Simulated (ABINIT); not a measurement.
**CsCaH3 (Pm-3m): G0W0 with ABINIT, start to end**

How does a plane-wave GW calculation on CsCaH3 (Pm-3m) run from the first input to the gap?

Main program and level: ABINIT 10.8.3; LDA and many-body steps on it, plane waves.

Most raw output is cut from this account.

**1. The starting structure**

Symmetry: Pm-3m, No. 221, cubic system. Conventional cell: a = 4.621 Å, b = 4.621 Å, c = 4.621 Å, α = 90.00°, β = 90.00°, γ = 90.00°. Nearest to Cs lie 12 H at 3.27 Å. Nearest to Ca lie 6 H at 2.31 Å. Nearest to H lie 2 Ca at 2.31 Å and 8 H at 3.27 Å and 4 Cs at 3.27 Å. Farther neighbours are not listed.

As a file:

```cif
data_structure
_symmetry_space_group_name_H-M 'Pm-3m'
_symmetry_Int_Tables_number 221
_cell_length_a 4.6212
_cell_length_b 4.6212
_cell_length_c 4.6212
_cell_angle_alpha 90.000
_cell_angle_beta 90.000
_cell_angle_gamma 90.000
_cell_volume 98.69
loop_
_atom_site_label
_atom_site_type_symbol
_atom_site_symmetry_multiplicity
_atom_site_Wyckoff_symbol
_atom_site_fract_x
_atom_site_fract_y
_atom_site_fract_z
_atom_site_occupancy
Cs1 Cs 1 a 0.00000 0.00000 0.00000 1
Ca1 Ca 1 b 0.50000 0.50000 0.50000 1
H1 H 3 c 0.50000 0.00000 0.50000 1
```

The cell and positions are those that the Materials Project relaxed with its own functionals (PBE, PBE+U or r2SCAN), kept fixed. Spin-orbit coupling is left out unless a step names it.

**2. Ground state**

This step: ABINIT 10.8.3; DFT, LDA, plane waves, norm-conserving pseudopotentials.

The ground-state density comes first.

Input file run.abi:

```
acell 3*1.0 Angstrom
rprim 
  4.621186000000 0.000000000000 0.000000000000
  0.000000000000 4.621186000000 0.000000000000
  0.000000000000 0.000000000000 4.621186000000
ntypat 3
znucl 55 20 1
natom 5
typat 1 2 3 3 3
xred 
  0.000000000000 0.000000000000 0.000000000000
  0.500000000000 0.500000000000 0.500000000000
  0.500000000000 0.000000000000 0.500000000000
  0.000000000000 0.500000000000 0.500000000000
  0.500000000000 0.500000000000 0.000000000000
pp_dirpath "pseudos"
pseudos "Cs.upf, Ca.upf, H.upf"
ecut 31
ngkpt 4 4 4
nshiftk 1
shiftk 0 0 0
kptopt 1
chksymbreak 0
nband 17
occopt 1
tolvrs 1e-10
nstep 60
prtwf 0
optforces 0
optstress 0
indata_prefix "in"
outdata_prefix "out"
tmpdata_prefix "tmp"
```

The run is started by

```bash
$ OMP_NUM_THREADS=1 mpirun -n 4 abinit run.abi > log
```

The job ended after 12 s (4 MPI ranks of Arm Neoverse V2, shared host; peak memory 0.33 GiB; 49 s of CPU time).

Numbers from this step:

```yaml
total_energy: -1739.2218 eV
gap: 2.810 eV
k_of_the_valence_top: 0.5, 0.5, 0
k_of_the_conduction_bottom: 0.5, 0.5, 0
least_direct_gap: 2.810 eV
```

The gap is direct, at (0.500, 0.500, 0.000).

**3. Bands along the symmetry lines**

Levels along a band path, at the cheap level, show where the edges lie and whether the meshes to come will hold them.

Input file run.abi:

```
acell 3*1.0 Angstrom
rprim 
  4.621186000000 0.000000000000 0.000000000000
  0.000000000000 4.621186000000 0.000000000000
  0.000000000000 0.000000000000 4.621186000000
ntypat 3
znucl 55 20 1
natom 5
typat 1 2 3 3 3
xred 
  0.000000000000 0.000000000000 0.000000000000
  0.500000000000 0.500000000000 0.500000000000
  0.500000000000 0.000000000000 0.500000000000
  0.000000000000 0.500000000000 0.500000000000
  0.500000000000 0.500000000000 0.000000000000
pp_dirpath "pseudos"
pseudos "Cs.upf, Ca.upf, H.upf"
ecut 31
iscf -2
irdden 1
kptopt 0
nkpt 50
kpt 
  0.00000000 0.00000000 0.00000000
  0.00000000 0.06250000 0.00000000
  0.00000000 0.12500000 0.00000000
  0.00000000 0.18750000 0.00000000
  0.00000000 0.25000000 0.00000000
  0.00000000 0.31250000 0.00000000
  0.00000000 0.37500000 0.00000000
  0.00000000 0.43750000 0.00000000
  0.00000000 0.50000000 0.00000000
  0.06250000 0.50000000 0.00000000
  0.12500000 0.50000000 0.00000000
  0.18750000 0.50000000 0.00000000
  0.25000000 0.50000000 0.00000000
  0.31250000 0.50000000 0.00000000
  0.37500000 0.50000000 0.00000000
  0.43750000 0.50000000 0.00000000
  0.50000000 0.50000000 0.00000000
  0.43750000 0.43750000 0.00000000
  0.37500000 0.37500000 0.00000000
  0.31250000 0.31250000 0.00000000
  0.25000000 0.25000000 0.00000000
  0.18750000 0.18750000 0.00000000
  0.12500000 0.12500000 0.00000000
  0.06250000 0.06250000 0.00000000
  0.00000000 0.00000000 0.00000000
  0.06250000 0.06250000 0.06250000
  0.12500000 0.12500000 0.12500000
  0.18750000 0.18750000 0.18750000
  0.25000000 0.25000000 0.25000000
  0.31250000 0.31250000 0.31250000
  0.37500000 0.37500000 0.37500000
  0.43750000 0.43750000 0.43750000
  0.50000000 0.50000000 0.50000000
  0.43750000 0.50000000 0.43750000
  0.37500000 0.50000000 0.37500000
  0.31250000 0.50000000 0.31250000
  0.25000000 0.50000000 0.25000000
  0.18750000 0.50000000 0.18750000
  0.12500000 0.50000000 0.12500000
  0.06250000 0.50000000 0.06250000
  0.00000000 0.50000000 0.00000000
  0.50000000 0.50000000 0.50000000
  0.50000000 0.50000000 0.43750000
  0.50000000 0.50000000 0.37500000
  0.50000000 0.50000000 0.31250000
  0.50000000 0.50000000 0.25000000
  0.50000000 0.50000000 0.18750000
  0.50000000 0.50000000 0.12500000
  0.50000000 0.50000000 0.06250000
  0.50000000 0.50000000 0.00000000
istwfk *1
nband 18
nbdbuf 2
tolwfr 1e-08
nstep 40
prtwf 0
prtvol 0
indata_prefix "in"
outdata_prefix "out"
tmpdata_prefix "tmp"
```

The job ended after 33 s (4 MPI ranks; peak memory 0.34 GiB; 2.2 min of CPU time).

Numbers from this step:

```
gap                        : 2.810 eV
k of the valence top       : 0.5, 0.5, 0
k of the conduction bottom : 0.5, 0.5, 0
least direct gap           : 2.810 eV
```

The gap is 2.810 eV, as in the run before at this level.

The electronic bands at the labelled points (eV, zero at the top of the highest filled band):

```
    point  band 8  band 9  band 10  band 11  band 12  band 13  band 14  band 15
        Γ   -6.86   -2.81    -0.67    -0.67     5.36     5.36     5.36     6.32
  halfway   -6.84   -2.21    -0.54    -0.54     5.19     5.19     5.40     5.52
        X   -6.83   -1.24    -0.88    -0.40     4.71     5.14     5.14     5.40
  halfway   -6.80   -1.29    -0.47    -0.32     3.65     4.57     4.63     5.17
        M   -6.78   -1.49     0.00     0.00     2.81     4.23     4.23     5.03
  halfway   -6.82   -1.78    -0.56    -0.32     4.20     4.73     5.09     5.15
        Γ   -6.86   -2.81    -0.67    -0.67     5.36     5.36     5.36     6.32
  halfway   -7.03   -1.44    -0.42    -0.42     3.83     4.47     4.47     6.14
        R   -7.16   -0.60    -0.60    -0.60     4.46     4.46     4.46     4.77
  halfway   -7.00   -1.05    -0.52    -0.36     3.67     4.36     4.42     5.54
        X   -6.83   -1.24    -0.88    -0.40     4.71     5.14     5.14     5.40
jump to R   -7.16   -0.60    -0.60    -0.60     4.46     4.46     4.46     4.77
  halfway   -6.98   -1.10    -0.32    -0.32     3.59     4.37     4.37     5.12
        M   -6.78   -1.49     0.00     0.00     2.81     4.23     4.23     5.03
```

**4. Empty states on the mesh, 2×2×2 mesh, 55 bands**

The sums over transitions need many empty states on a uniform mesh; this step solves for them.

Input file run.abi:

```
acell 3*1.0 Angstrom
rprim 
  4.621186000000 0.000000000000 0.000000000000
  0.000000000000 4.621186000000 0.000000000000
  0.000000000000 0.000000000000 4.621186000000
ntypat 3
znucl 55 20 1
natom 5
typat 1 2 3 3 3
xred 
  0.000000000000 0.000000000000 0.000000000000
  0.500000000000 0.500000000000 0.500000000000
  0.500000000000 0.000000000000 0.500000000000
  0.000000000000 0.500000000000 0.500000000000
  0.500000000000 0.500000000000 0.000000000000
pp_dirpath "pseudos"
pseudos "Cs.upf, Ca.upf, H.upf"
ecut 31
ngkpt 2 2 2
nshiftk 1
shiftk 0 0 0
kptopt 1
chksymbreak 0
iscf -2
irdden 1
istwfk *1
nband 55
nbdbuf 4
tolwfr 1e-09
nstep 60
prtvol 0
indata_prefix "in"
outdata_prefix "out"
tmpdata_prefix "tmp"
```

It took 11 s on 4 MPI ranks; peak memory 0.3 GiB; 44 s of CPU time.

This step gave:

- gap: 2.810 eV
- k of the valence top: 0.5, 0.5, 0
- k of the conduction bottom: 0.5, 0.5, 0
- least direct gap: 2.810 eV
- k points computed: 4
- lowest point of the top converged band, above the valence top: 23.41 eV

On this mesh the gap is 2.810 eV.

**5. Screening, 2×2×2 mesh, 51 bands, screening to 87.1 eV**

The RPA dielectric matrix is built and inverted for each q.

This step: RPA screening on LDA, plane waves, norm-conserving pseudopotentials.

run.abi, as its differences from that of step 4:

```diff
@@ -23,10 +23,11 @@
 chksymbreak 0
-iscf -2
-irdden 1
 istwfk *1
-nband 55
-nbdbuf 4
-tolwfr 1e-09
-nstep 60
-prtvol 0
+occopt 1
+irdwfk 1
+optdriver 3
+nband 51
+ecuteps 3.2
+inclvkb 2
+awtr 1
+symchi 1
 indata_prefix "in"
```

Wall time 5 s (4 MPI ranks); peak memory 0.63 GiB; 20 s of CPU time.

This step gave:

```yaml
eps_infinity_with_local_fields_on_this_mesh_along_the_program_s_q_direction: 4.326
the_same_without_local_fields: 4.886
plasma_frequency: 17.53 eV
plane_waves_in_the_screening_matrix: 179
```

Local fields lower ε∞ by 11 %. On a Γ-centred mesh this coarse the value itself is usually too large, while a short band sum pulls it down.

**6. Self-energy, 2×2×2 mesh, 51 bands, screening to 87.1 eV**

The self-energy is evaluated for the states that the input lists, and the levels follow from it, in one-shot runs by the linearised quasiparticle equation.

This step: G0W0 on LDA, plane waves, norm-conserving pseudopotentials.

run.abi, as its differences from that of step 5:

```diff
@@ -26,8 +26,17 @@
 irdwfk 1
-optdriver 3
+optdriver 4
 nband 51
+gwcalctyp 0
+ecutsigx 31
+symsigma 1
+nkptgw 2
+kptgw 
+  0.5000000000 0.5000000000 0.0000000000
+  0.0000000000 0.0000000000 0.0000000000
+bdgw 
+  10 14
+  10 14
 ecuteps 3.2
-inclvkb 2
-awtr 1
-symchi 1
+irdscr 1
+ppmodel 1
 indata_prefix "in"
```

It took 3.9 s on 4 MPI ranks; peak memory 0.59 GiB.

This step gave:

```yaml
g0w0_gap_on_the_points_computed: 5.047 eV
starting_gap_on_the_mesh: 2.810 eV
k_of_the_valence_top: 0.5, 0.5, 0
k_of_the_conduction_bottom: 0.5, 0.5, 0
z_at_the_valence_top: 0.783
z_at_the_conduction_bottom: 0.823
least_direct_g0w0_gap_on_the_computed_points: 5.047 eV
```

The gap on the mesh goes from 2.81 eV to 5.05 eV, a correction of +2.24 eV.

Limits: finite bands, cutoff and mesh; no spin-orbit coupling; coarse k mesh. v1 is the top filled band, c1 the lowest empty one. The levels before and after the correction (eV, zero at the valence-band top of each column):

```
           conduction bottom  valence top
Kohn-Sham               2.81         0.00
     G0W0               5.05         0.00
```

```
                       level  energy (eV)
Kohn-Sham  (0.5 0.5 0) v2-v1        0.000
Kohn-Sham     (0.5 0.5 0) c1        2.810
Kohn-Sham  (0.5 0.5 0) c2-c3        4.233
     G0W0  (0.5 0.5 0) v2-v1        0.000
     G0W0     (0.5 0.5 0) c1        5.047
     G0W0  (0.5 0.5 0) c2-c3        6.992
```

**7. Where the time went**

Times are wall times on 4 MPI ranks of Arm Neoverse V2, shared host, good to a factor of about two.

```
                          step   time  share  memory (GiB)
                  ground state   12 s   19 %          0.33
bands along the symmetry lines   33 s   50 %          0.34
      empty states on the mesh   11 s   17 %           0.3
                     screening    5 s    8 %          0.63
                   self-energy  3.9 s    6 %          0.59
```

**8. Results**

| Property | Result |
| --- | --- |
| LDA gap | 2.81 eV, direct |
| G0W0 gap on the mesh | 5.05 eV |
| GW settings | 2×2×2 mesh, 51 bands, screening to 87.1 eV, Godby-Needs plasmon pole |
| known limits | not at the basis limit; no spin-orbit coupling; coarse k mesh |

What this shows: G0W0 moves the gap on the mesh from 2.81 eV to 5.05 eV (+2.24 eV), with Z of 0.78 and 0.82 at the edges. Local fields lower the RPA ε∞ on this mesh from 4.89 to 4.33; a Γ-centred mesh this coarse tends to raise both, most where the direct gap is narrow, while a short band sum lowers them. Only 2 of the mesh's irreducible points were corrected, so a valley elsewhere could overtake. The dearest step here is «bands along the symmetry lines». Bands and cutoff are finite, so the gap is not at the basis limit. The miss can reach some tenths of an eV and take either sign; the mesh is an error of its own. In the G0W0 run levels were corrected at 2 k points alone, so a gap called «on the mesh» is the least over those, and an edge elsewhere would be missed. The 2×2×2 mesh is coarse for this cell, which bears on the long-range parts of exchange and screening. This is the ideal cubic cell; many perovskites, halides above all, are cubic only on average, and local tilts or off-centring can widen the gap. The many-body steps are scalar-relativistic: spin-orbit coupling is not in them.

[Paths, hosts, dates, memory and timing lines, banners, echoed tables and standing remarks are left out of the program output.]

[Logs are printed without paths, hosts, clocks, repeated set-up lines and the standing remarks that a program may print on its own settings, such as how far it seeks lower states.]

[Runs of the session that timed out or met a known fault of the program may be left out.]

[Hosts, paths, dates, database ids (printed as entryN), source tags and the programs' standing remarks are cut or masked in the printed files.]

[G0W0 gaps are taken among the corrected bands and points alone; a level outside them can change the order at an edge.]

[Where Ansatz stands beside ABINIT at settings called matched, ABINIT's density can come from a denser mesh and the files from another edition; pairs whose starting gaps differed by over 0.03 eV were left out, so agreement reads better than it is.]
